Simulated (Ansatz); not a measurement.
# Ba2GdSn2, from a guessed structure to a relaxed one

This structure for Ba2GdSn2 is made up. Its elements were placed in a known structure type with a cell scaled to their sizes. What cell does the guess relax to, and how far off was it?

Method: DFT, PBE, plane-wave PAW, default files, scalar-relativistic, ferromagnetic start, cell and ions relaxed at zero pressure, in the first sound run; inputs show where later runs differ, in Ansatz 0.2.0.

### 1. The starting structure

It takes space group P4/mmm (No. 123, tetragonal). Conventional cell: a = 5.236 Å, b = 5.236 Å, c = 6.870 Å, α = 90.00°, β = 90.00°, γ = 90.00°. Gd has 8 Sn at 3.96 Å and 8 Ba at 4.32 Å nearest. Ba has 4 Sn at 3.32 Å and 4 Ba at 3.70 Å and 4 Gd at 4.32 Å nearest. Nearest to Sn lie 1 Sn at 2.78 Å and 4 Ba at 3.32 Å and 4 Gd at 3.96 Å. Farther neighbours are not listed.

### 2. Relaxation of the guess

The guessed cell has no reason to be at equilibrium. It is relaxed with the atoms, within the space group of the guess.

File input.yaml:

```yaml
crystal:
  lattice:
    - [5.236, 0.0, 0.0]
    - [0.0, 5.236, 0.0]
    - [0.0, 0.0, 6.87]
  atoms:
    - { symbol: Gd, position: [0.0, 0.0, 0.0], spin: 7.0 }
    - { symbol: Ba, position: [0.5, 0.0, 0.5] }
    - { symbol: Ba, position: [0.0, 0.5, 0.5] }
    - { symbol: Sn, position: [0.5, 0.5, 0.7975] }
    - { symbol: Sn, position: [0.5, 0.5, 0.2025] }
magnetization:
  spin_polarized: true
kpoints:
  mp_grid: { grid: [5, 5, 4] }
scf:
  occupations: { method: fermi_dirac, width: 0.05 }
hamiltonian:
  xc: pbe
  pseudopotentials: { kind: paw }
relax:
  f_tol: 0.015
  max_steps: 70
  cell: {}
output:
  forces: true
  stress: true
```

Started as:

```sh
$ ansatz run input.yaml --threads 4 --pin off --max-ram 10240MiB --backend cpu --events-out ev --progress --plain --runs-dir out
```

Numbers of over 12 decimals in the logs are rounded to 6 here.

The log of the run:

```text
Engine: ansatz 0.2.0, x86_64-unknown-linux-gnu
Pseudopotentials: kind: paw
Pseudopotential: Gd, paw, valence charge 18, recommended cutoff 420 eV (normal), Gd.paw.azcp
Pseudopotential: Ba, paw, valence charge 10, recommended cutoff 420 eV (normal), Ba.paw.azcp
Pseudopotential: Sn, paw, valence charge 14, recommended cutoff 420 eV (normal), Sn.paw.azcp
Functional definition: PBE
  parameter kappa = 0.804
  parameter beta = 0.066725
  exchange = pbe_x(kappa = kappa, mu = beta*pi^2/3)
  correlation = pbe_c(beta = beta)
Crystal: 5 atoms, lattice volume = 188.346 Å³
Basis set: ecut = 420 eV, 3703 PW (Γ), exchange–correlation on 72×72×96 points (8 copies of the dense FFT grid, shifted against one another)
Bands: 44, of which v1, the nominal top of the filled ones, is band 33 counted from 1 (32 counted from 0)
Symmetry: 16 space group operations
Space group: P4/mmm (ITA 123), of the structure as read, at distance tolerance 5.7e-5 Å
Magnetic group: BNS 123.339 (UNI 999), of the structure as read, at distance tolerance 5.7e-5 Å
k-points: 18 of 100
Non-local potential: Gd, projectors of the file, l = 0: 3, l = 1: 2, l = 2: 2, l = 3: 3
Non-local potential: Ba, projectors of the file, l = 0: 3, l = 1: 2, l = 2: 2, l = 3: 2
Non-local potential: Sn, projectors of the file, l = 0: 2, l = 1: 2, l = 2: 2, l = 3: 2
PAW form: soft (Blöchl's): semilocal exchange-correlation on the pseudo side does not see the compensation charge
PAW one-centre angular grid: Gd, 590 points (default); XC on 64 Gauss nodes
PAW one-centre angular grid: Ba, 194 points (default); XC on 64 Gauss nodes
PAW one-centre angular grid: Sn, 590 points (default); XC on 64 Gauss nodes
Initial density: superposition of atomic densities (chi_scale 0.1, normalization cell, long waves kept (reshape's long-wave potential 0.03 eV rms))
Starting moments: Σ|m| = 7 μB on 1 of 5 sites
Initial wavefunctions: pseudopotential atomic-orbital guess
Functional: x = pbe(κ = 0.804, μ = 0.219515), c = pbe(β = 0.066725)
SCF iter   1: F=—  HF=-33285.741051 eV  |F-HF|=—  |Δ(HF+E_count)|=         —  Δρ=2.53e-2 (↑2.53e-2 ↓2.53e-2)  dr2=3.05e1  dr2_m=1.40e-1  M=6.998 μB ∫|m|=7.004 μB  β_m=0.30  ethr=3.10e-3  ⟨swp⟩=12.1  Hψ=8331  notcnv=0
Mixer restart at iter 1: flushing history
preconditioner: auto → Kerker (q_TF=auto, 2.291 Å⁻¹)  [metal: Δε(μ)=0.008 eV  Ē_g=12.684 eV  σ=0.050 eV  W_gap=0.04  n_scr=36 (ndim 8)  ℏωp=20.4 eV  f_vac=0.000  D(μ)=9.51/eV (n_scr^D=98)]
spin=Collinear: Kerker preconditioning applied to the charge; magnetization (m = ρ↑ − ρ↓) channel mixes plain (no charge-response kernel on spin).
SCF iter   2: F=—  HF=-33283.195767 eV  |F-HF|=—  |Δ(HF+E_count)|=    2.55e0  Δρ=1.84e-2 (↑1.80e-2 ↓1.84e-2)  dr2=1.63e1  dr2_m=7.97e-2  M=7.051 μB ∫|m|=7.056 μB  β_m=0.65  ethr=3.10e-3  ⟨swp⟩=4.5  Hψ=3226  notcnv=0  defer=13
SCF iter   3: F=—  HF=-33280.543630 eV  |F-HF|=—  |Δ(HF+E_count)|=    2.65e0  Δρ=3.70e-3 (↑3.61e-3 ↓3.70e-3)  dr2=4.28e-1  dr2_m=4.15e-3  M=7.344 μB ∫|m|=7.380 μB  β_m=0.73  ethr=3.10e-3  ⟨swp⟩=6.4  Hψ=5386  notcnv=0  defer=19
SCF iter   4: F=—  HF=-33280.497024 eV  |F-HF|=—  |Δ(HF+E_count)|=   4.66e-2  Δρ=2.09e-3 (↑2.09e-3 ↓1.65e-3)  dr2=3.56e-2  dr2_m=2.44e-3  M=7.512 μB ∫|m|=7.590 μB  β_m=0.84  ethr=6.48e-4  ⟨swp⟩=4.4  Hψ=2947  notcnv=0  defer=19
SCF iter   5: F=—  HF=-33280.505636 eV  |F-HF|=—  |Δ(HF+E_count)|=   8.61e-3  Δρ=2.32e-3 (↑1.44e-3 ↓2.32e-3)  dr2=3.30e-2  dr2_m=6.75e-4  M=7.561 μB ∫|m|=7.674 μB  β_m=0.72  ethr=5.39e-5  ⟨swp⟩=3.5  Hψ=3391  notcnv=0  defer=20
SCF iter   6: F=—  HF=-33280.505546 eV  |F-HF|=—  |Δ(HF+E_count)|=   9.04e-5  Δρ=7.59e-4 (↑3.90e-4 ↓7.59e-4)  dr2=2.42e-3  dr2_m=3.34e-4  M=7.576 μB ∫|m|=7.711 μB  β_m=0.86  ethr=5.00e-5  ⟨swp⟩=3.1  Hψ=3535  notcnv=0  defer=18
SCF iter   7: F=—  HF=-33280.506345 eV  |F-HF|=—  |Δ(HF+E_count)|=   7.99e-4  Δρ=2.05e-4 (↑2.05e-4 ↓1.86e-4)  dr2=4.64e-4  dr2_m=3.33e-5  M=7.571 μB ∫|m|=7.723 μB  β_m=0.93  ethr=3.67e-6  ⟨swp⟩=2.7  Hψ=2982  notcnv=0  defer=18
SCF iter   8: F=—  HF=-33280.506420 eV  |F-HF|=—  |Δ(HF+E_count)|=   7.58e-5  Δρ=6.33e-5 (↑6.20e-5 ↓6.33e-5)  dr2=3.97e-5  dr2_m=2.25e-6  M=7.568 μB ∫|m|=7.718 μB  β_m=0.97  ethr=7.04e-7  ⟨swp⟩=2.0  Hψ=2838  notcnv=0  defer=18
SCF iter   9: F=—  HF=-33280.506474 eV  |F-HF|=—  |Δ(HF+E_count)|=   5.35e-5  Δρ=2.58e-5 (↑1.65e-5 ↓2.58e-5)  dr2=3.39e-6  dr2_m=2.52e-7  M=7.567 μB ∫|m|=7.716 μB  β_m=0.98  ethr=6.02e-8  ⟨swp⟩=2.8  Hψ=2853  notcnv=0  defer=18
SCF iter  10: F=—  HF=-33280.506477 eV  |F-HF|=—  |Δ(HF+E_count)|=   2.66e-6  Δρ=1.08e-5 (↑7.33e-6 ↓1.08e-5)  dr2=7.75e-7  dr2_m=3.75e-8  M=7.566 μB ∫|m|=7.715 μB  β_m=0.99  ethr=5.14e-9  ⟨swp⟩=2.1  Hψ=2923  notcnv=0  defer=18
SCF iter  11: F=—  HF=-33280.506477 eV  |F-HF|=—  |Δ(HF+E_count)|=   9.88e-8  Δρ=3.77e-6 (↑3.33e-6 ↓3.77e-6)  dr2=1.02e-7  dr2_m=7.86e-9  M=7.566 μB ∫|m|=7.715 μB  β_m=1.00  ethr=1.17e-9  ⟨swp⟩=2.1  Hψ=2848  notcnv=0  defer=18
SCF iter  12: F=—  HF=-33280.506477 eV  |F-HF|=—  |Δ(HF+E_count)|=   3.50e-8  Δρ=1.18e-6 (↑8.13e-7 ↓1.18e-6)  dr2=7.10e-9  dr2_m=7.24e-10  M=7.566 μB ∫|m|=7.715 μB  β_m=1.00  ethr=1.55e-10  ⟨swp⟩=2.0  Hψ=2741  notcnv=0  defer=18
SCF iter  13: F=-33280.506477 eV  HF=-33280.506477 eV  |F-HF|=1.18e-8  |Δ(HF+E_count)|=   1.09e-8  Δρ=2.25e-6 (↑1.85e-7 ↓2.25e-6)  dr2=1.21e-8  dr2_m=2.25e-9  M=7.566 μB ∫|m|=7.715 μB  ethr=1.08e-11  ⟨swp⟩=2.4  Hψ=5828  notcnv=0
SCF 1 converged in 13 iterations: F = -33280.506477 eV  dr2 = 1.21e-8
  greatest PAW one-centre occupation: 0.999 electrons in one spin orbital (limit 2), on the Gd atom at site 0 (counted from 0), in its partial waves of l = 0
relax step   1: F+E_penalty+E_count = -33280.50647674 eV  Δ(F+E_penalty+E_count) = +0.000e0 eV  max|allowed force component| = 1.060e0 eV/Å  Δτ_max = 0.0000 Å  P = +2.505 GPa  Ω = 188.346 Å³  (13 SCF iters, dr2 threshold 1.00e-7 eV, accepted)
Crystal: 5 atoms, lattice volume = 196.636 Å³
Basis set: ecut = 420 eV, 3825 PW (Γ), exchange–correlation on 72×72×96 points (8 copies of the dense FFT grid, shifted against one another)
Initial density: handed on by an earlier stage of this run
Starting moments: Σ|m| = 7 μB on 1 of 5 sites; this step starts from the density that it was given
Initial wavefunctions: those handed on with the density
iter 1 solved again at ethr=1.40e-4 eV; its pass at ethr=3.10e-3 eV (dr2=9.21e-2 eV) is discarded
SCF iter   1: F=—  HF=-33280.858142 eV  |F-HF|=—  |Δ(HF+E_count)|=         —  Δρ=5.74e-3 (↑4.95e-3 ↓5.74e-3)  dr2=9.25e-2  dr2_m=4.02e-2  M=7.543 μB ∫|m|=7.693 μB  β_m=0.30  ethr=1.40e-4  ⟨swp⟩=2.2  Hψ=10359  notcnv=0
[...]
SCF iter  10: F=-33281.020001 eV  HF=-33281.020001 eV  |F-HF|=1.62e-7  |Δ(HF+E_count)|=   8.83e-9  Δρ=8.16e-6 (↑5.62e-7 ↓8.16e-6)  dr2=1.61e-7  dr2_m=3.06e-8  M=7.476 μB ∫|m|=7.646 μB  ethr=7.28e-11  ⟨swp⟩=3.1  Hψ=6629  notcnv=0
SCF 3 converged in 10 iterations: F = -33281.020001 eV  dr2 = 1.61e-7
relax step   3: F+E_penalty+E_count = -33281.02000052 eV  Δ(F+E_penalty+E_count) = -1.624e-1 eV  max|allowed force component| = 1.295e-1 eV/Å  Δτ_max = 0.0256 Å  P = -0.600 GPa  Ω = 195.507 Å³  energy of the carried Pulay correction = -6.290e-4 eV  (10 SCF iters, dr2 threshold 5.00e-7 eV, accepted)
[...]
relax step   4: F+E_penalty+E_count = -33281.07287837 eV  Δ(F+E_penalty+E_count) = -5.288e-2 eV  max|allowed force component| = 1.268e-1 eV/Å  Δτ_max = 0.0254 Å  P = -0.293 GPa  Ω = 186.716 Å³  energy of the carried Pulay correction = +1.465e-4 eV  (11 SCF iters, dr2 threshold 5.00e-7 eV, accepted)
[...]
relax step   5: F+E_penalty+E_count = -33281.07595029 eV  Δ(F+E_penalty+E_count) = -3.072e-3 eV  max|allowed force component| = 2.184e-2 eV/Å  Δτ_max = 0.0084 Å  P = -0.057 GPa  Ω = 184.839 Å³  energy of the carried Pulay correction = +3.168e-4 eV  (8 SCF iters, dr2 threshold 5.00e-7 eV, accepted)
[...]
relax step   6: F+E_penalty+E_count = -33281.07607020 eV  Δ(F+E_penalty+E_count) = -1.199e-4 eV  max|allowed force component| = 1.079e-3 eV/Å  Δτ_max = 0.0007 Å  P = -0.002 GPa  Ω = 184.615 Å³  energy of the carried Pulay correction = +3.373e-4 eV  (7 SCF iters, dr2 threshold 4.28e-8 eV, accepted)
[...]
relax step   7: F+E_penalty+E_count = -33281.07824460 eV  Δ(F+E_penalty+E_count) = -2.174e-3 eV  max|allowed force component| = 2.091e-3 eV/Å  Δτ_max = 0.0000 Å  P = +0.018 GPa  Ω = 184.615 Å³  stress off target by 5.76e-2 GPa  SCF on the basis re-selected at this cell (its energy is not comparable with the rows above)  (9 SCF iters)
[...]
relax step   8: F+E_penalty+E_count = -33281.07828198 eV  Δ(F+E_penalty+E_count) = -3.738e-5 eV  max|allowed force component| = 3.685e-4 eV/Å  Δτ_max = 0.0009 Å  P = +0.001 GPa  Ω = 184.556 Å³  energy of the carried Pulay correction = +2.714e-6 eV  (7 SCF iters, dr2 threshold 8.28e-9 eV, accepted)
iter 1 solved again at ethr=1.35e-6 eV; its pass at ethr=3.10e-3 eV (dr2=8.89e-4 eV) is discarded
SCF iter   1: F=—  HF=-33281.078197 eV  |F-HF|=—  |Δ(HF+E_count)|=         —  Δρ=1.24e-6 (↑1.24e-6 ↓1.15e-6)  dr2=6.92e-9  dr2_m=5.32e-10  M=7.381 μB ∫|m|=7.578 μB  β_m=0.65  ethr=1.35e-6  ⟨swp⟩=3.0  Hψ=11775  notcnv=0
eigensolver tolerance schedule: the retry pair's looser diagonalisation over-reported the residual by 128411.78 of it (diagonalisation noise at an unbounded share of the residual, at the tolerance the schedule requests for it); recorded, not acted on — ethr = c·dr2/N_el stays at c = 1.0e-1
preconditioner: auto → Kerker (q_TF=auto, 2.299 Å⁻¹)  [metal: Δε(μ)=0.017 eV  Ē_g=8.269 eV  σ=0.050 eV  W_gap=0.08  n_scr=36 (ndim 8)  ℏωp=15.9 eV  f_vac=0.000  D(μ)=4.53/eV (n_scr^D=36)]
spin=Collinear: Kerker preconditioning applied to the charge; magnetization (m = ρ↑ − ρ↓) channel mixes plain (no charge-response kernel on spin).
SCF iter   2: F=—  HF=-33281.078276 eV  |F-HF|=—  |Δ(HF+E_count)|=   7.84e-5  Δρ=7.40e-7 (↑7.40e-7 ↓6.59e-7)  dr2=2.96e-9  dr2_m=1.14e-10  M=7.381 μB ∫|m|=7.578 μB  β_m=0.36  ethr=1.05e-11  ⟨swp⟩=4.5  Hψ=5584  notcnv=0
SCF iter   3: F=—  HF=-33281.078276 eV  |F-HF|=—  |Δ(HF+E_count)|=  5.46e-10  Δρ=4.76e-7 (↑4.70e-7 ↓4.76e-7)  dr2=1.13e-9  dr2_m=6.03e-11  M=7.381 μB ∫|m|=7.578 μB  β_m=0.68  ethr=4.48e-12  ⟨swp⟩=2.2  Hψ=2333  notcnv=0
SCF iter   4: F=—  HF=-33281.078276 eV  |F-HF|=—  |Δ(HF+E_count)|=  6.98e-10  Δρ=2.18e-7 (↑2.14e-7 ↓2.18e-7)  dr2=2.52e-10  dr2_m=9.99e-12  M=7.381 μB ∫|m|=7.578 μB  β_m=0.74  ethr=1.71e-12  ⟨swp⟩=2.7  Hψ=2555  notcnv=0
SCF iter   5: F=—  HF=-33281.078276 eV  |F-HF|=—  |Δ(HF+E_count)|=  1.89e-10  Δρ=7.57e-8 (↑5.99e-8 ↓7.57e-8)  dr2=1.96e-11  dr2_m=3.75e-12  M=7.381 μB ∫|m|=7.578 μB  β_m=0.87  ethr=1.00e-12  ⟨swp⟩=2.1  Hψ=2302  notcnv=0
SCF iter   6: F=—  HF=-33281.078276 eV  |F-HF|=—  |Δ(HF+E_count)|=  1.46e-11  Δρ=5.14e-8 (↑4.76e-8 ↓5.14e-8)  dr2=1.18e-11  dr2_m=1.63e-12  M=7.381 μB ∫|m|=7.578 μB  β_m=0.94  ethr=1.00e-12  ⟨swp⟩=1.2  Hψ=1592  notcnv=0
SCF iter   7: F=-33281.078276 eV  HF=-33281.078276 eV  |F-HF|=1.46e-11  |Δ(HF+E_count)|=  7.28e-12  Δρ=6.74e-8 (↑2.13e-8 ↓6.74e-8)  dr2=9.74e-12  dr2_m=2.28e-12  M=7.381 μB ∫|m|=7.578 μB  ethr=1.00e-12  ⟨swp⟩=3.3  Hψ=5661  notcnv=0
SCF 9 converged in 7 iterations: F = -33281.078276 eV  dr2 = 9.74e-12
relax step   9: F+E_penalty+E_count = -33281.07827555 eV  Δ(F+E_penalty+E_count) = +6.431e-6 eV  max|allowed force component| = 3.561e-4 eV/Å  Δτ_max = 0.0000 Å  P = +0.001 GPa  Ω = 184.556 Å³  stress off target by 1.33e-3 GPa  SCF on the basis re-selected at this cell (its energy is not comparable with the rows above)  (7 SCF iters)
basis re-selected at this cell: Δ(F+E_penalty+E_count) = +6.431e-6 eV, ΔP = -0.000 GPa vs the last step (what re-selecting the basis moved, of the pressure what is left beyond the Pulay correction that the steps carried, after the strain that the cell walked since its last selection, with what the two solves' SCF thresholds leave and, on support functions, any second-order correction that the steps lacked; it is no m [...]
SCF converged after 7 iterations
Magnetization: 7.3811 μB (36.6906 up, 29.3094 down)
Absolute magnetization: 7.5800 μB (∫|ρ↑−ρ↓|, with the PAW one-centre terms)
Spin contamination: 0.0806 ħ² per cell (⟨S²⟩ above its minimum at these occupations)
Per-site moments (μB) at R_I (Å): [(7.015954, 1.536815), (0.040867, 1.426932), (0.040867, 1.426932), (-0.020652, 1.141341), (-0.020652, 1.141341)]
Free energy (F): -33281.078276 eV
Harris-Foulkes:  -33281.078276 eV  (|F-HF|=1.46e-11)
Internal energy: -33281.034536 eV  (E = F + TS)
E sigma→0 (E₀):  -33281.056406 eV
Entropy (-TS):   -0.043739 eV (-8.748 meV/atom)
Fermi energy:    9.302486 eV
--- Per-component energies (eV) ---
  E_band       = -373.355904
  E_kinetic    = 1107.623057
  E_local      = -5341.044619  (includes V_loc(G=0)·N_el)
  E_nonlocal   = 349.528965
  E_hartree    = 2559.298476
  E_xc         = -1330.666032
  E_vxc        = -711.876363  (∫ρ·V_xc dr)
  E_paw        = -25181.206579  (= ΣΔE_a)
  E_vpaw       = -896.184112  (= ΣTr[D̂ρ^β])
  E_aug_tail   = -0.000004  (compensation charges beyond the density's cutoff)
  E_ewald      = -5444.567799
  E_smearing   = -0.043739  (= −TS)
  E_closure    = 0.000000  (closes the sum)
  Σ components = -33281.078276   (vs F -33281.078276, Δ=0.00e0)
--- Forces (eV/Å), atoms counted from 1 ---
  atom   1  Gd     0.00000000    -0.00000000     0.00000000
  atom   2  Ba     0.00000000     0.00000000     0.00000000
  atom   3  Ba     0.00000000     0.00000000     0.00000000
  atom   4  Sn     0.00000000     0.00000000    -0.00035613
  atom   5  Sn     0.00000000     0.00000000     0.00035613
  max |Σ_I F_I| component: 5.52e-30 eV/Å
--- Stress (GPa, compression-positive) ---
        0.001212       0.000000       0.000000
        0.000000       0.001212       0.000000
        0.000000       0.000000       0.001326
  P = ⅓ Tr σ = 0.0012 GPa (0.012 kbar)
--- Relaxed structure (7 steps of the walk, 7 accepted, 2 SCFs on fresh bases) ---
  F+E_penalty+E_count = -33281.07827555 eV   max|allowed force component| = 3.561e-4 eV/Å   (the final SCF, on the basis selected at the relaxed cell)
  cell:  # Å, volume = 184.5561 Å³
    - [4.892089, 0, 0.0]
    - [0, 4.892089, 0.0]
    - [0.0, 0.0, 7.711514]
  atoms:
    - { symbol: Gd, position: [0, 0, 0] }
    - { symbol: Ba, position: [0.5, 0, 0.5] }
    - { symbol: Ba, position: [0, 0.5, 0.5] }
    - { symbol: Sn, position: [0.5, 0.5, 0.820600] }
    - { symbol: Sn, position: [0.5, 0.5, 0.179400] }
```

The job ended after 36 s (4 threads of Intel Xeon 6975P-C (Granite Rapids), shared host; peak memory 0.78 GiB).

Step by step:

| step | energy less that of the first step (eV) | largest force component (eV/Å) | pressure (GPa) | volume (Å³) |
| --- | --- | --- | --- | --- |
| 1 | 0.0000 | 1.0599 | 2.50 | 188.35 |
| 2 | -0.3511 | 0.3916 | 0.41 | 196.64 |
| 3 | -0.5135 | 0.1295 | -0.60 | 195.51 |
| 4 | -0.5664 | 0.1268 | -0.29 | 186.72 |
| 5 | -0.5695 | 0.0218 | -0.06 | 184.84 |
| 6 | -0.5696 | 0.0011 | 0.00 | 184.61 |
| 7* | -0.5718 | 0.0021 | 0.02 | 184.61 |
| 8 | -0.5718 | 0.0004 | 0.00 | 184.56 |
| 9* | -0.5718 | 0.0004 | 0.00 | 184.56 |

Relaxation steps marked * repeat the geometry before them on a plane-wave basis chosen anew for their cell, so energy and pressure can jump there.

Forces are held to the 16 operations that the run works with; a distortion that breaks them can't arise in this run.

| cell as run | before | after | change |
| --- | --- | --- | --- |
| a (Å) | 5.236 | 4.892 | -6.6 % |
| b (Å) | 5.236 | 4.892 | -6.6 % |
| c (Å) | 6.870 | 7.712 | +12.2 % |
| volume (Å³/atom) | 37.67 | 36.91 | -2.0 % |

The atoms that moved most (Å, as changes of fractional coordinates times the final cell):

| atom | dx | dy | dz | length |
| --- | --- | --- | --- | --- |
| Sn4 | 0.000 | 0.000 | 0.178 | 0.178 |
| Sn5 | 0.000 | 0.000 | -0.178 | 0.178 |

The relaxed structure:

```xyz
5
Lattice="4.8921 0.0000 0.0000 0.0000 4.8921 0.0000 0.0000 0.0000 7.7115" Properties=species:S:1:pos:R:3 pbc="T T T"
Gd    0.0000    0.0000    0.0000
Ba    2.4460    0.0000    3.8558
Ba    0.0000    2.4460    3.8558
Sn    2.4460    2.4460    6.3281
Sn    2.4460    2.4460    1.3834
```

Numbers from this step:

```
free energy             : -33281.0783 eV
energy at zero smearing : -33281.0564 eV
smearing term TS        : 0.04374 eV
Fermi energy            : 9.302 eV
magnetization           : 7.381 μB
absolute magnetization  : 7.580 μB
site moments            : 7.016, 0.04087, 0.04087, -0.02065, -0.02065 μB
electrons               : 66
symmetry operations     : 16
pressure                : 0.001250 GPa
```

Site moment by atom:

| atom | site moment (μB) |
| --- | --- |
| Gd1 | 7.02 |
| Ba2 | 0.04 |
| Ba3 | 0.04 |
| Sn4 | -0.02 |
| Sn5 | -0.02 |

The shortest distance of each pair, which need not be the same contact before and after:

| pair | guess (Å) | relaxed (Å) |
| --- | --- | --- |
| Sn–Sn | 2.782 | 2.767 |
| Ba–Ba | 3.702 | 3.459 |
| Ba–Sn | 3.321 | 3.478 |
| Gd–Sn | 3.955 | 3.726 |
| Ba–Gd | 4.319 | 4.566 |

The relaxation ends with a largest force component of 3.6e-4 eV/Å and a pressure of 0.00 GPa.

(Continued in part 2 of 2.)

[Logs are printed without paths, hosts, clocks, repeated set-up lines and the standing remarks that a program may print on its own settings, such as how far it seeks lower states.]

[Hosts, paths, dates, database ids (printed as entryN), source tags and the programs' standing remarks are cut or masked in the printed files.]
